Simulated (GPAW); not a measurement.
# CuI (Marshite): optical spectrum from first principles, part 2 of 2

Aim: the dielectric function of CuI (Marshite), and the optical constants that follow from it. The cell comes from an older database entry, whose edges can differ from later determinations, mostly by under a per cent.

GPAW 26.7.0; DFT, PBE, plane-wave PAW (GPAW data sets), scalar-relativistic, RPA, optical limit.

So far. Step 2 (Ground state): There is a gap, 1.14 eV on this mesh (points off the mesh can give less), so no carriers' term is needed.

The database entry behind the starting cell differs from later determinations by our own check (about 0.15 % long (mineral sample)), so it need not match the best structure at ambient conditions.

### Step 4. Dielectric function, RPA

Local fields let the induced charge screen the field inside the cell, which as a rule lowers ε, most along directions where the density is uneven.

This step: DFT, PBE, plane-wave PAW (GPAW data sets), scalar-relativistic, RPA, optical limit (GPAW 26.7.0).

The input, df.py:

```python
from gpaw.response.df import DielectricFunction

df = DielectricFunction('full.gpw', frequencies={'type': 'nonlinear', 'domega0': 0.03, 'omega2': 8},
                        ecut=60,
                        eta=0.2,
                        nbands=37,
                        txt='df.txt')
for direction in ['x']:
    df.get_dielectric_function(xc='RPA', direction=direction, filename=f'df_{direction}.csv')
```

On the command line:

```console
OMP_NUM_THREADS=1 python df.py
```

Output:

```text
Using integrator: PointIntegrator
NonLinearFrequencyDescriptor(from 0.000 to 49.084 eV, 463 points)
Nonperiodic BCs:  [False False False]
Using integrator: PointIntegrator
NonLinearFrequencyDescriptor(from 0.000 to 49.084 eV, 463 points)
Nonperiodic BCs:  [False False False]

Calculating chi0 body with:
    Ground state adapter containing:
    Number of spins: 1
    Number of kpoints: 1000
    Number of irreducible kpoints: 47
    Number of completely occupied states: 9
    Number of partially occupied states: 9

    Linear response parametrization:
    q_c: [0.0, 0.0, 0.0]
    Number of frequency points: 463
    Planewave cutoff: 60.0
    Number of bands: 37
    Number of planewaves: 59
    Broadening (eta): 0.2

Integrating chi0 body.

Symmetries of q_c:
    Direct symmetries (Uq -> q): 24
    Indirect symmetries (TUq -> q): 24
In total 48 allowed symmetries.

47 groups of equivalent kpoints. 95.3% reduction.

Integral kind: spectral function

Calculating chi0 optical extensions with:
    Ground state adapter containing:
    Number of spins: 1
    Number of kpoints: 1000
    Number of irreducible kpoints: 47
    Number of completely occupied states: 9
    Number of partially occupied states: 9

    Linear response parametrization:
    Number of frequency points: 463
    Planewave cutoff: 60.0
    Number of bands: 37
    Number of planewaves: 59
    Broadening (eta): 0.2
Integrating chi0 head and wings.

Symmetries of q_c:
    Direct symmetries (Uq -> q): 24
    Indirect symmetries (TUq -> q): 24
In total 48 allowed symmetries.

47 groups of equivalent kpoints. 95.3% reduction.

Integral kind: spectral function wings
```

The job ended after 11 s (1 thread of Arm Neoverse V1, shared host; peak memory 0.3 GiB).

Read-outs, printed or worked out from the files:

* electronic dielectric constant ε∞, mean over x, y and z (by symmetry where fewer were run): 6.073

Sum at mesh points, not converged in k; values under the direct gap are tails of Lorentzian lines. Im ε, E ∥ x against photon energy; read off at these points:

photon energy (eV), Im ε, E ∥ x and a bar:
```
     0.00       0.00 
     0.50       0.10 
     1.00       0.49 ##
     1.50       0.79 ###
     2.00       1.28 #####
     2.50       2.12 #########
     3.00       3.29 ##############
     3.34       4.19 ##################
     3.50       3.71 ################
     4.00       4.84 #####################
     4.50       6.11 ##########################
     4.61       6.33 ###########################
     5.00       4.05 #################
     5.50       3.98 #################
     6.00       5.46 #######################
     6.50       5.55 ########################
     7.00       6.74 #############################
     7.27       6.97 ##############################
     7.50       5.77 #########################
     8.00       2.95 #############
     8.50       3.02 #############
     9.00       2.78 ############
     9.50       3.13 #############
    10.00       2.55 ###########
    10.50       2.12 #########
    11.00       1.50 ######
    11.50       1.23 #####
    12.00       1.25 #####
    12.50       1.09 #####
    13.00       1.04 ####
    13.50       0.94 ####
    14.00       0.81 ###
    14.50       0.70 ###
    15.00       0.76 ###
    15.50       0.68 ###
    16.00       0.62 ###
    16.50       0.55 ##
    17.00       0.52 ##
    17.50       0.61 ###
    18.00       0.56 ##
    18.50       0.45 ##
    19.00       0.43 ##
    19.50       0.36 ##
    20.00       0.36 ##
    20.50       0.35 ##
    21.00       0.36 ##
    21.50       0.36 ##
```

Sum at mesh points, not converged in k. Table of reflectivity at normal incidence, E ∥ x by photon energy; read off at these points:

```
photon energy (eV)  reflectivity at normal incidence, E ∥ x (%)
               0.0                                         17.9
               1.0                                         19.2
               2.0                                         20.1
               3.0                                         22.2
               4.0                                         25.7
               4.7                                         27.8
               5.0                                         20.4
               6.0                                         25.2
               7.0                                         32.4
               7.6                                         43.4
               8.0                                         33.2
               9.0                                         24.2
              10.0                                         32.4
              10.8                                         34.3
              11.0                                         33.0
              12.0                                         21.4
              13.0                                         21.4
              14.0                                         19.2
              15.0                                         13.1
              16.0                                         12.3
              17.0                                         8.53
              18.0                                         10.4
              19.0                                         7.51
              20.0                                         4.95
              21.0                                         3.78
```

The loss function −Im 1/ε at q → 0, E ∥ x has structure finer than the step of the table below, so its rows give means over 1 eV, whole bins alone (the curve runs from 0 to 21.9 eV). Peaks (eV: height): 16.2: 1.56, 18.4: 1.55.

Sum at mesh points, not converged in k; values under the direct gap are tails of Lorentzian lines. Table of loss function −Im 1/ε at q → 0, E ∥ x by energy loss; means over each step:

```
energy loss (eV)  loss function −Im 1/ε at q → 0, E ∥ x
               1                                 0.0105
               2                                 0.0299
               3                                 0.0622
               4                                 0.0823
               5                                  0.150
               6                                  0.132
               7                                  0.144
               8                                  0.283
               9                                  0.344
              10                                  0.358
              11                                  0.537
              12                                  0.782
              13                                  0.968
              14                                   1.23
              15                                   1.33
              16                                   1.48
              17                                   1.34
              18                                   1.41
              19                                   1.42
              20                                   1.11
              21                                  0.952
```

Sum at mesh points, not converged in k; values under the direct gap are tails of Lorentzian lines. The Im ε, E ∥ x by photon energy; read off at these points:

```
photon energy (eV)  without local fields  with local fields
              0.00                     0                  0
              0.50                 0.105              0.103
              1.00                 0.489              0.491
              1.50                 0.785              0.785
              2.00                  1.27               1.28
              2.50                  2.14               2.12
              3.00                  3.32               3.29
              3.34                  4.20               4.19
              3.50                  3.67               3.71
              4.00                  5.24               4.84
              4.50                  6.95               6.11
              4.61                  7.23               6.33
              5.00                  4.96               4.05
              5.50                  5.58               3.98
              6.00                  7.90               5.46
              6.50                  7.57               5.55
              6.87                  9.18               6.73
              7.00                  8.56               6.74
              7.27                  7.81               6.97
              7.50                  5.59               5.77
              8.00                  3.46               2.95
              8.50                  4.18               3.02
              9.00                  3.71               2.78
              9.50                  3.57               3.13
             10.00                  2.34               2.55
             10.50                  1.86               2.12
             11.00                  1.38               1.50
             11.50                  1.21               1.23
             12.00                  1.29               1.25
             12.50                  1.04               1.09
             13.00                  1.00               1.04
             13.50                 0.915              0.942
             14.00                 0.817              0.811
             14.50                 0.751              0.703
             15.00                 0.797              0.760
             15.50                 0.670              0.677
             16.00                 0.617              0.617
             16.50                 0.596              0.552
             17.00                 0.524              0.518
             17.50                 0.582              0.614
             18.00                 0.425              0.557
             18.50                 0.362              0.452
             19.00                 0.366              0.430
             19.50                 0.327              0.365
             20.00                 0.319              0.361
             20.50                 0.331              0.352
             21.00                 0.316              0.365
             21.50                 0.257              0.356
```

At chosen wavelengths:

```
wavelength (nm)     n      k  R (%)     1/α
           1550  2.53  0.048   18.8  2.6 µm
            800  2.62  0.173   20.2  367 nm
            633  2.58  0.242   19.9  208 nm
            450  2.75  0.576   23.6   62 nm
            405  2.62  0.625   22.3   52 nm
            248  1.91  1.060   20.4   19 nm
            193  2.06  1.381   26.9   11 nm
```

Below the direct gap, k and the depth come from the tails of the Lorentzian lines, not from transitions.

Rows near the edge hang on the gap, which this functional as a rule makes too small, and phonon-assisted absorption is left out.

### Step 5. Summary of results

```json
{
  "electronic dielectric constant ε∞, mean over x, y and z (by symmetry where fewer were run) (RPA)": "6.07"
}
```

**Reading.** At this level (PBE, RPA) CuI has ε∞ = 6.07 and n = 2.53 at 1550 nm. On the mesh the gap is 1.14 eV and the least direct gap 1.14 eV. Local fields change the static value along x from 6.70 to 6.07 (-9 %). Excitons and phonon-assisted transitions are missing; PBE gaps are as a rule too small, which pulls the onset down and ε∞ up. Spin-orbit coupling is left out although heavy atoms are present. In this version of GPAW the matrix elements of the optical limit are incomplete, which can lower ε − 1 by up to a tenth where first-row anions or d states rule, and shift it by more in d metals. The sum runs over mesh points 0.18 Å⁻¹ apart with no interpolation, so peaks are partly noise of the mesh; over so small a direct gap single mesh points weigh heavily, so ε∞, n and their changes from run to run can be far off.

[Machine, clock and banner lines and Python warnings are left out of the logs.]

[Logs are printed without paths, hosts, clocks, repeated set-up lines and the standing remarks that a program may print on its own settings, such as how far it seeks lower states.]

[Hosts, paths, dates, database ids (printed as entryN), source tags and the programs' standing remarks are cut or masked in the printed files.]
